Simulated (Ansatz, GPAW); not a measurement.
# CSeO (model structure): optical spectrum from first principles, part 3 of 3

Wanted: where CSeO (model structure) starts to absorb, how strongly, and its refractive index. The cell was made here by substitution or stacking, whether or not such a phase is known. It was built so: All S replaced by Se in the R3m structure of CSO. The cell is first relaxed with Ansatz.

GPAW 26.7.0; DFT, LDA, plane-wave PAW (GPAW data sets), scalar-relativistic, RPA, optical limit.

So far. Step 3 (Ground state): There is a gap, 3.54 eV on this mesh (points off the mesh can give less), so no carriers' term is needed.

## 5. Dielectric function, RPA (continued)

Table of refractive index n and extinction k by photon energy:

```
photon energy (eV)  n, E ∥ x  k, E ∥ x  n, E ∥ z  k, E ∥ z
                 0      1.60         0      2.02         0
                 1      1.61   0.00204      2.03   0.00353
                 2      1.65   0.00530      2.09   0.00871
                 3      1.74    0.0155      2.23    0.0218
                 4      2.00     0.427      2.61     0.348
                 5      1.43     0.393      2.30     0.706
                 6      1.56     0.262      2.05     0.640
                 7      1.51     0.276      3.22      1.21
                 8      1.76     0.202     0.466      1.31
                 9      1.64     0.560      1.29     0.400
                10      1.49     0.542      1.99     0.429
                11      1.53     0.785      1.73      1.26
                12      1.16     0.675      1.46      1.17
                13      1.27     0.758     0.834      1.60
                14      1.05     0.793     0.493      1.13
                15     0.950     0.661     0.583      1.18
                16     0.811     0.640     0.449     0.724
                17     0.802     0.459     0.405     0.683
                18     0.846     0.378     0.450     0.425
                19     0.839     0.415     0.596     0.310
                20     0.775     0.359     0.648     0.414
```

The loss function −Im 1/ε at q → 0 has structure finer than the step of the table below, so its rows give means over 1 eV, whole bins alone (the curve runs from 0 to 20.2 eV). Peaks (eV: height): E ∥ x 4.8: 0.261, 12.0: 0.485, 16.7: 1.12, 17.5: 1.10, 19.9: 1.07; E ∥ z 8.2: 0.996, 17.8: 2.65.

Values under the direct gap are tails of Lorentzian lines. Loss function −Im 1/ε at q → 0 against energy loss; means over each step:

```
energy loss (eV)    E ∥ x    E ∥ z
               1   9.8e-4   8.5e-4
               2  0.00243  0.00193
               3  0.00662  0.00423
               4   0.0962   0.0387
               5    0.205   0.0978
               6    0.142    0.116
               7    0.142   0.0601
               8   0.0797    0.448
               9    0.183    0.359
              10    0.267    0.123
              11    0.289    0.215
              12    0.409    0.252
              13    0.360    0.227
              14    0.534    0.472
              15    0.677    0.537
              16    0.858     1.08
              17     1.01     1.45
              18    0.908     2.47
              19    0.895     1.87
```

The reflectivity at normal incidence has structure finer than the step of the table below, so its rows give means over 0.5 eV, whole bins alone (the curve runs from 0 to 20.2 eV). Peaks (eV: height): E ∥ x 9.48: 13.6, 11.10: 13.9, 12.75: 15.9, 13.77: 15.6, 14.68: 14.0, 15.44: 13.1, 15.83: 13.4; E ∥ z 7.73: 64.9, 10.74: 29.5, 12.83: 50.0, 13.77: 51.6, 15.34: 48.3, 17.07: 33.7.

The reflectivity at normal incidence by photon energy; means over each step:

```
photon energy (eV)  E ∥ x (%)  E ∥ z (%)
               0.5       5.43       11.4
               1.0       5.53       11.6
               1.5       5.72       12.0
               2.0       6.02       12.5
               2.5       6.50       13.3
               3.0       7.33       14.6
               3.5       9.29       17.0
               4.0       12.0       20.4
               4.5       9.70       20.3
               5.0       6.03       19.5
               5.5       4.88       18.9
               6.0       5.96       15.8
               6.5       5.65       19.1
               7.0       5.16       33.0
               7.5       5.07       58.7
               8.0       7.86       47.7
               8.5       11.0       9.21
               9.0       10.7       4.94
               9.5       11.8       7.37
              10.0       8.53       13.0
              10.5       9.74       25.1
              11.0       12.7       25.0
              11.5       11.8       23.1
              12.0       9.57       22.2
              12.5       8.53       32.8
              13.0       12.2       45.0
              13.5       13.8       46.0
              14.0       13.6       43.7
              14.5       12.9       29.2
              15.0       10.8       39.6
              15.5       12.0       44.2
              16.0       12.0       31.8
              16.5       10.7       29.0
              17.0       7.50       33.0
              17.5       7.27       29.7
              18.0       4.95       21.4
              18.5       5.33       15.5
              19.0       5.46       10.3
              19.5       5.47       8.16
```

From ε follow the optical constants at some laser and lamp lines:

```
wavelength (nm)   n x    k x  R (%) x   1/α x   n z    k z  R (%) z   1/α z
           1550  1.61  0.002      5.5   78 µm  2.03  0.003     11.5   45 µm
           1064  1.62  0.002      5.6   35 µm  2.04  0.004     11.7   20 µm
            532  1.67  0.007      6.3  5.9 µm  2.13  0.011     13.0  3.7 µm
            405  1.75  0.017      7.4  1.9 µm  2.24  0.024     14.7  1.4 µm
            365  1.83  0.032      8.6  898 nm  2.34  0.039     16.2  739 nm
            308  1.97  0.457     12.8   54 nm  2.61  0.371     20.7   66 nm
            193  1.50  0.325      5.6   47 nm  2.26  0.469     16.7   33 nm
```

Below the direct gap, k and the depth come from the tails of the Lorentzian lines, not from transitions.

Rows near the edge hang on the gap, which this functional as a rule makes too small, and phonon-assisted absorption is left out.

At 1064 nm the birefringence n(z) − n(x) is +0.422: the crystal is uniaxial positive at this level.

## 6. Results

```
electronic dielectric constant ε∞, mean over x, y and z (by symmetry where fewer were run) (RPA) : 3.07
main peak of Im epsilon, first axis                                                              : 12.7 eV
```

What this shows: At this level (LDA, RPA) CSeO has a mean ε∞ = 3.07 and n = 1.61 at 1550 nm (E ∥ x), and Im ε peaks at 12.7 eV (E ∥ x). The cell shrank by 32.5 % in volume. On the mesh the gap is 3.55 eV and the least direct gap 3.81 eV, so on this mesh the band edges lie at different points. Local fields change the static value along x from 2.99 to 2.58 (-14 %). Distinct maxima of Im ε, read by a parabola through the highest points, lie at 8.75 eV (2.2), 9.45 eV (2.6), 11.08 eV (2.5) and 12.74 eV (2.7) for E ∥ x. The static values by axis are 2.58 (x), 4.07 (z). At 1064 nm the birefringence n(z) − n(x) is +0.422: the crystal is uniaxial positive at this level. Excitons and phonon-assisted transitions are missing; LDA gaps are as a rule too small, which pulls the onset down and ε∞ up. The sum runs over mesh points, so small or evenly spaced maxima can still be ripples of the mesh. The curves end at 20 eV, about where the summed bands run out. In this version of GPAW the matrix elements of the optical limit are incomplete, which can lower ε − 1 by up to a tenth where first-row anions or d states rule, and shift it by more in d metals. Besides steps told in other documents, this task had 2 runs with a known fault of program or setting; those not told in a step above aren't shown.

[Machine, clock and banner lines and Python warnings are left out of the logs.]

[Logs are printed without paths, hosts, clocks, repeated set-up lines and the standing remarks that a program may print on its own settings, such as how far it seeks lower states.]

[Hosts, paths, dates, database ids (printed as entryN), source tags and the programs' standing remarks are cut or masked in the printed files.]
